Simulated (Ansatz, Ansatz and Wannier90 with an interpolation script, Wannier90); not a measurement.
# From a coarse GW mesh to bands everywhere: CsCdCl3 (Pm-3m), part 3 of 3

Wanted: quasiparticle gap and band widths of CsCdCl3 (Pm-3m) over the whole zone.

Ansatz 0.2.0; LDA, Wannier functions and G0W0, plane waves, PAW. Known limits of the many-body steps: not at the basis limit; d shell near the gap, gap tends to lie low; no spin-orbit coupling.

So far. Step 4 (Wannier functions by Wannier90 (Cd:5s Cl:3p) on 8×8×8): Near the gap the model misses directly solved bands by 0.4 meV r.m.s. and by 4 meV at most in the window tested. This tests the starting bands, not the corrections carried with them. Step 5 (G0W0 at every point of the mesh: 4×4×4 mesh, 528 empty …): The gap on the mesh goes from 1.51 eV to 3.41 eV, a correction of +1.90 eV.

The database entry behind the starting cell is an old determination (1928), so it need not match the best structure at ambient conditions.

**6. Interpolating the corrections**

A script adds the corrections, carried to the Wannier functions and back, to the LDA levels, along the path and on a 9×9×9 mesh.

| Item | Value |
| --- | --- |
| G0W0 gap over the zone | 3.412 eV |
| valence top at | R |
| conduction bottom at | Γ |
| starting gap over the zone | 1.511 eV |
| least direct G0W0 gap | 4.265 eV |
| G0W0 gap on the mesh | 3.412 eV |
| valence width, start | 5.168 eV |
| valence width, G0W0 | 5.171 eV |
| gap by a rigid shift | 3.413 eV |

Levels solved directly plus the interpolated quasiparticle correction. Limits: finite bands, cutoff and mesh; d shell near the gap, gap tends to lie low; no spin-orbit coupling. Quasiparticle bands along the path, in eV, zero at the valence-band top of each set:

| point | band 22 | band 23 | band 24 | band 25 | band 26 |
| --- | --- | --- | --- | --- | --- |
| Γ | -1.29 | -0.85 | -0.85 | -0.85 | 3.41 |
| halfway | -1.32 | -1.32 | -0.97 | -0.97 | 4.61 |
| X | -1.27 | -1.27 | -1.16 | -1.16 | 6.20 |
| halfway | -1.38 | -1.30 | -0.88 | -0.65 | 6.71 |
| M | -1.43 | -1.43 | -0.62 | -0.01 | 8.02 |
| halfway | -1.39 | -1.13 | -1.10 | -0.64 | 5.36 |
| Γ | -1.29 | -0.85 | -0.85 | -0.85 | 3.41 |
| halfway | -1.58 | -0.97 | -0.70 | -0.70 | 5.86 |
| R | -0.60 | -0.60 | 0.00 | 0.00 | 7.63 |
| halfway | -0.98 | -0.84 | -0.81 | -0.61 | 7.02 |
| X | -1.27 | -1.27 | -1.16 | -1.16 | 6.20 |
| jump to R | -0.60 | -0.60 | 0.00 | 0.00 | 7.63 |
| halfway | -0.93 | -0.93 | -0.61 | 0.00 | 7.97 |
| M | -1.43 | -1.43 | -0.62 | -0.01 | 8.02 |

The same for LDA:

| point | band 22 | band 23 | band 24 | band 25 | band 26 |
| --- | --- | --- | --- | --- | --- |
| Γ | -0.92 | -0.59 | -0.59 | -0.59 | 1.51 |
| X | -0.91 | -0.91 | -0.86 | -0.86 | 4.25 |
| M | -1.07 | -1.07 | -0.29 | -0.01 | 6.04 |
| Γ | -0.92 | -0.59 | -0.59 | -0.59 | 1.51 |
| R | -0.27 | -0.27 | 0.00 | 0.00 | 5.65 |
| X | -0.91 | -0.91 | -0.86 | -0.86 | 4.25 |
| R | -0.27 | -0.27 | 0.00 | 0.00 | 5.65 |
| M | -1.07 | -1.07 | -0.29 | -0.01 | 6.04 |

Minima of the lowest conduction band, from levels solved directly at the displaced points, plus the interpolated correction; masses are left empty at degenerate points, on flat bands and where the interpolated correction rules the curvature; G0W0 masses are rough. Conduction valleys, by row:

| point | k (reciprocal lattice) | valleys in the zone | G0W0 level above the valence top (eV) | LDA level above the valence top (eV) | G0W0 principal masses (m_e) | LDA principal masses (m_e) |
| --- | --- | --- | --- | --- | --- | --- |
| Γ | 0.000 0.000 0.000 | 1 | 3.412 | 1.511 | 0.244 0.244 0.244 | 0.229 0.229 0.229 |

Second differences of levels solved directly at the displaced points, plus the interpolated correction, at the quasiparticle band edges; no spin-orbit coupling; left empty where the band is flat or the interpolated correction rules the curvature. Effective masses, by row:

| carrier | point | Cartesian direction | band | LDA mass (m_e) | G0W0 mass (m_e) |
| --- | --- | --- | --- | --- | --- |
| hole | R | 100 | 24 | 0.277 | 0.278 |
| hole | R | 010 | 24 | 0.277 | 0.278 |
| hole | R | 001 | 24 | 0.277 | 0.278 |
| hole | R | 110 | 25 | 1.092 | 1.1 |
| hole | R | 110 | 24 | 0.368 | 0.37 |
| hole | R | 111 | 25 | 0.551 | 0.554 |
| hole | R | 111 | 24 | 0.551 | 0.554 |
| electron | Γ | 100 | 26 | 0.229 | 0.243 |
| electron | Γ | 010 | 26 | 0.229 | 0.243 |
| electron | Γ | 001 | 26 | 0.229 | 0.243 |
| electron | Γ | 110 | 26 | 0.229 | 0.243 |
| electron | Γ | 111 | 26 | 0.229 | 0.243 |

Wannier model on a dense mesh, Gaussian width 0.15 eV. Limits: finite bands, cutoff and mesh; d shell near the gap, gap tends to lie low; no spin-orbit coupling. Density of states against energy, zero at the valence-band top of each set; read off at these points; values in states/eV/cell:

| energy (eV) | G0W0 | LDA |
| --- | --- | --- |
| -5.50 | 1.1e-4 | 9.9e-5 |
| -5.00 | 0.320 | 0.314 |
| -4.50 | 0.815 | 0.815 |
| -4.00 | 1.17 | 1.21 |
| -3.50 | 1.41 | 1.41 |
| -3.00 | 1.83 | 0.907 |
| -2.50 | 2.14 | 1.86 |
| -2.00 | 6.04 | 1.75 |
| -1.60 | 10.3 | 6.17 |
| -1.50 | 9.92 | 6.27 |
| -1.00 | 9.18 | 9.84 |
| -0.90 | 8.99 | 10.4 |
| -0.50 | 2.85 | 8.91 |
| 0.00 | 0.735 | 0.891 |
| 0.50 | 0 | 0 |
| 1.00 | 0 | 0 |
| 1.50 | 0 | 0.0117 |
| 2.00 | 0 | 0.136 |
| 2.50 | 0 | 0.146 |
| 3.00 | 0 | 0.118 |
| 3.50 | 0.0215 | 0.489 |

Corrections by starting level (eV, on the run's own energy scale, so only their differences matter):

| start | correction |
| --- | --- |
| -5.17 | −0.94 |
| -2.87 | −1.07 |
| -2.83 | −1.04 |
| -1.76 | −1.30 |
| -1.63 | −1.28 |
| -1.37 | −1.32 |
| -1.16 | −1.29 |
| -1.07 | −1.30 |
| -0.95 | −1.30 |
| -0.91 | −1.30 |
| -0.65 | −1.27 |
| -0.57 | −0.97 |
| -0.46 | −1.18 |
| -0.01 | −0.93 |
| 0.00 | −0.94 |
| 1.51 | +0.97 |
| 3.43 | +0.98 |
| 6.04 | +1.12 |

**7. LDA+SOC bands, for comparison**

Spin-orbit coupling can split or shift the edges; a non-collinear run measures by how much.

This step: DFT, LDA with spin-orbit coupling, plane waves, PAW.

input.yaml reads:

```yaml
crystal:
  lattice:
    - [5.2, 0.0, 0.0]
    - [0.0, 5.2, 0.0]
    - [0.0, 0.0, 5.2]
  atoms:
    - { symbol: Cs, position: [0.0, 0.0, 0.0] }
    - { symbol: Cd, position: [0.5, 0.5, 0.5] }
    - { symbol: Cl, position: [0.0, 0.5, 0.5] }
    - { symbol: Cl, position: [0.5, 0.0, 0.5] }
    - { symbol: Cl, position: [0.5, 0.5, 0.0] }
kpoints:
  mp_grid: { grid: [4, 4, 4] }
  band_path:
    path:
      - [[0.0, 0.0, 0.0], [0.0, 0.5, 0.0], [0.5, 0.5, 0.0], [0.0, 0.0, 0.0], [0.5, 0.5, 0.5], [0.0, 0.5, 0.0]]
      - [[0.5, 0.5, 0.5], [0.5, 0.5, 0.0]]
    npoints: 10
hamiltonian:
  xc: lda
scf:
  occupations: { method: fermi_dirac, width: 0.02 }
  n_extra_bands: 10
magnetization:
  noncollinear: true
  spin_orbit: true
output:
  eigenvalues: true
  forces: true
  stress: true
```

Launch:

```bash
> ansatz run input.yaml --threads 4 --pin off --max-ram 18432MiB --backend cpu --events-out ev --progress --plain --runs-dir out
```

Numbers of over 12 decimals in the logs are rounded to 6 here.

The log of the run:

```text
[...]
non-collinear run that drives no moment, with spin-orbit: no starting moment large enough to seed its density (crystal.atoms[].spin), no starting occupations that ask for one, no magnetisation constraint and no magnetic field, so the semilocal B_xc is pinned to zero
Crystal: 5 atoms, lattice volume = 140.608 Å³
Basis set: ecut = 420 eV, 2777 PW (Γ)
Bands: 60, of which v1, the nominal top of the filled ones, is band 50 counted from 1 (49 counted from 0)
Symmetry: 48 space group operations + 48 with time reversal
[...]
k-points: 10 of 64
Projection manifold: j_resolved (fully-relativistic pseudo-atomic orbitals)
[...]
SCF iter   1: F=—  HF=-16771.259713 eV  |F-HF|=—  |Δ(HF+E_count)|=         —  Δρ=5.22e-2  dr2=5.08e0  dr2_m=0.00e0 (ungated)  ethr=3.10e-3  |M|=0.00e0 ∫|m|=0.00e0 μB  |m|>n=0.0e0 m-floor=0.0e0 τ_xc=0.0e0  β_m=0.30  ⟨swp⟩=9.6  Hψ=1555  notcnv=0
[...]
spin=Noncollinear: Resta preconditioning applied to the charge; magnetization (m_x, m_y, m_z) channels mix plain (no charge-response kernel on spin).
SCF iter   2: F=—  HF=-16769.934188 eV  |F-HF|=—  |Δ(HF+E_count)|=    1.33e0  Δρ=2.72e-2  dr2=1.78e0  dr2_m=0.00e0 (ungated)  ethr=3.10e-3  |M|=0.00e0 ∫|m|=0.00e0 μB  |m|>n=0.0e0 m-floor=0.0e0 τ_xc=0.0e0  β_m=0.48  ⟨swp⟩=2.9  Hψ=569  notcnv=0  defer=30
[...]
SCF iter   8: F=-16769.152480 eV  HF=-16769.152480 eV  |F-HF|=8.41e-9  |Δ(HF+E_count)|=   1.44e-7  Δρ=4.92e-6  dr2=3.23e-8  dr2_m=0.00e0 (ungated)  ethr=2.00e-10  |M|=0.00e0 ∫|m|=0.00e0 μB  |m|>n=0.0e0 m-floor=0.0e0 τ_xc=0.0e0  ⟨swp⟩=14.1  Hψ=1558  notcnv=0
SCF 1 converged in 8 iterations: F = -16769.152480 eV  dr2 = 3.23e-8
[...]
SCF converged after 8 iterations
Magnetization: |M| = 0.0000 μB,  M = (+0.0000, +0.0000, +0.0000) μB
Absolute magnetization: 0.0000 μB (∫|m|)
  site 0: m = (+0.0000, +0.0000, +0.0000) μB, |m| = 0.0000 μB  (R = 1.52 Å)
  site 1: m = (+0.0000, +0.0000, +0.0000) μB, |m| = 0.0000 μB  (R = 1.07 Å)
  site 2: m = (+0.0000, +0.0000, +0.0000) μB, |m| = 0.0000 μB  (R = 1.07 Å)
  site 3: m = (+0.0000, +0.0000, +0.0000) μB, |m| = 0.0000 μB  (R = 1.07 Å)
  site 4: m = (+0.0000, +0.0000, +0.0000) μB, |m| = 0.0000 μB  (R = 1.07 Å)
Free energy (F): -16769.152480 eV
[...]
Internal energy: -16769.152480 eV  (E = F + TS)
E sigma→0 (E₀):  -16769.152480 eV
Fermi energy:    4.476903 eV
[...]
--- Stress (GPa, compression-positive) ---
       -1.916998       0.000000       0.000000
        0.000000      -1.916998       0.000000
        0.000000       0.000000      -1.916998
  P = ⅓ Tr σ = -1.9170 GPa (-19.170 kbar)
--- Band table (eV; the first three rows and the last of 10) ---
  k-point 0: bands = [... 46 lower, 3.1775, 3.1775, 3.1775, 3.1775, 5.2089, 5.2089, 9.2610, 9.2610, ... 6 higher]
  k-point 1: bands = [... 46 lower, 2.9636, 2.9636, 3.0747, 3.0747, 6.4047, 6.4047, 9.9292, 9.9292, ... 6 higher]
  k-point 2: bands = [... 46 lower, 2.8530, 2.8530, 2.8768, 2.8768, 7.9516, 7.9516, 10.6191, 10.6191, ... 6 higher]
  k-point 9: bands = [... 46 lower, 3.7038, 3.7038, 3.7038, 3.7038, 9.2024, 9.2024, 9.4043, 9.4043, ... 6 higher]
```

Elapsed: 29 s, on 4 threads of Arm Neoverse V1, shared host; peak memory 1 GiB; 1.9 min of CPU time.

This step gave:

* pressure: -1.917 GPa
* filled bands: 50
* gap: 1.505 eV
* valence top at: R
* conduction bottom at: Γ
* least direct gap: 2.031 eV

The gap stands −0.01 eV against LDA.

The electronic bands at the labelled points (eV, zero at the top of the highest nominally filled band):

| point | band 47 | band 48 | band 49 | band 50 | band 51 | band 52 | band 53 | band 54 |
| --- | --- | --- | --- | --- | --- | --- | --- | --- |
| Γ | -0.53 | -0.53 | -0.53 | -0.53 | 1.50 | 1.50 | 5.56 | 5.56 |
| halfway | -0.74 | -0.74 | -0.63 | -0.63 | 2.70 | 2.70 | 6.23 | 6.23 |
| X | -0.85 | -0.85 | -0.83 | -0.83 | 4.25 | 4.25 | 6.92 | 6.92 |
| halfway | -0.54 | -0.54 | -0.53 | -0.53 | 4.75 | 4.75 | 7.29 | 7.29 |
| M | -0.30 | -0.30 | -0.01 | -0.01 | 6.03 | 6.03 | 6.88 | 6.88 |
| halfway | -0.79 | -0.79 | -0.41 | -0.41 | 3.43 | 3.43 | 6.78 | 6.78 |
| Γ | -0.53 | -0.53 | -0.53 | -0.53 | 1.50 | 1.50 | 5.56 | 5.56 |
| halfway | -0.51 | -0.51 | -0.42 | -0.42 | 3.92 | 3.92 | 6.88 | 6.88 |
| R | 0.00 | 0.00 | 0.00 | 0.00 | 5.50 | 5.50 | 5.70 | 5.70 |
| halfway | -0.53 | -0.53 | -0.50 | -0.50 | 5.04 | 5.04 | 6.67 | 6.67 |
| X | -0.85 | -0.85 | -0.83 | -0.83 | 4.25 | 4.25 | 6.92 | 6.92 |
| jump to R | 0.00 | 0.00 | 0.00 | 0.00 | 5.50 | 5.50 | 5.70 | 5.70 |
| halfway | -0.29 | -0.29 | -0.01 | -0.01 | 5.95 | 5.95 | 6.19 | 6.19 |
| M | -0.30 | -0.30 | -0.01 | -0.01 | 6.03 | 6.03 | 6.88 | 6.88 |

**8. Outcome**

```yaml
lda_gap: 1.51 eV
g0w0_gap_over_the_zone: 3.41 eV, indirect
least_direct_g0w0_gap_in_the_model: 4.26 eV
with_the_spin_orbit_change: 3.41 eV
gw_settings: 4×4×4 mesh, 528 empty bands, screening to 140 eV
known_limits: not at the basis limit; d shell near the gap, gap tends to lie low; no spin-orbit coupling
```

**Reading.** The Wannier model follows the LDA bands to under 1 meV r.m.s. near the gap. The G0W0 gap over the zone is 3.41 eV, indirect, from R to Γ; on the mesh alone it is 3.41 eV, nearly the same. The valence width in the model goes from 5.17 eV to 5.17 eV. At the band edge the lightest electron mass is 0.23 m_e at the start and 0.24 m_e in G0W0; the G0W0 masses rest on corrections from the 4×4×4 mesh alone and are rough. LDA+SOC gives a gap of 1.51 eV on the same path, a spin-orbit change of −0.01 eV that would bring the G0W0 gap to 3.41 eV. Bands and cutoff are finite, so the gap is not at the basis limit. The miss can reach some tenths of an eV and take either sign; the mesh is an error of its own. Above the frozen window of the model the interpolated levels need not meet the computed ones, even at points of the mesh. This is the ideal cubic cell; many perovskites, halides above all, are cubic only on average, and local tilts or off-centring can widen the gap. A d shell, filled or nearly so, lies near the gap. One-shot GW converges very slowly in bands there, not always from below, and on a semilocal start the gap tends to come out low; starts rich in exact exchange can overshoot instead.

[Paths, hosts, dates, memory and timing lines, banners, echoed tables and standing remarks are left out of the program output.]

[Logs are printed without paths, hosts, clocks, repeated set-up lines and the standing remarks that a program may print on its own settings, such as how far it seeks lower states.]

[Runs of the session that timed out or met a known fault of the program may be left out.]

[Hosts, paths, dates, database ids (printed as entryN), source tags and the programs' standing remarks are cut or masked in the printed files.]
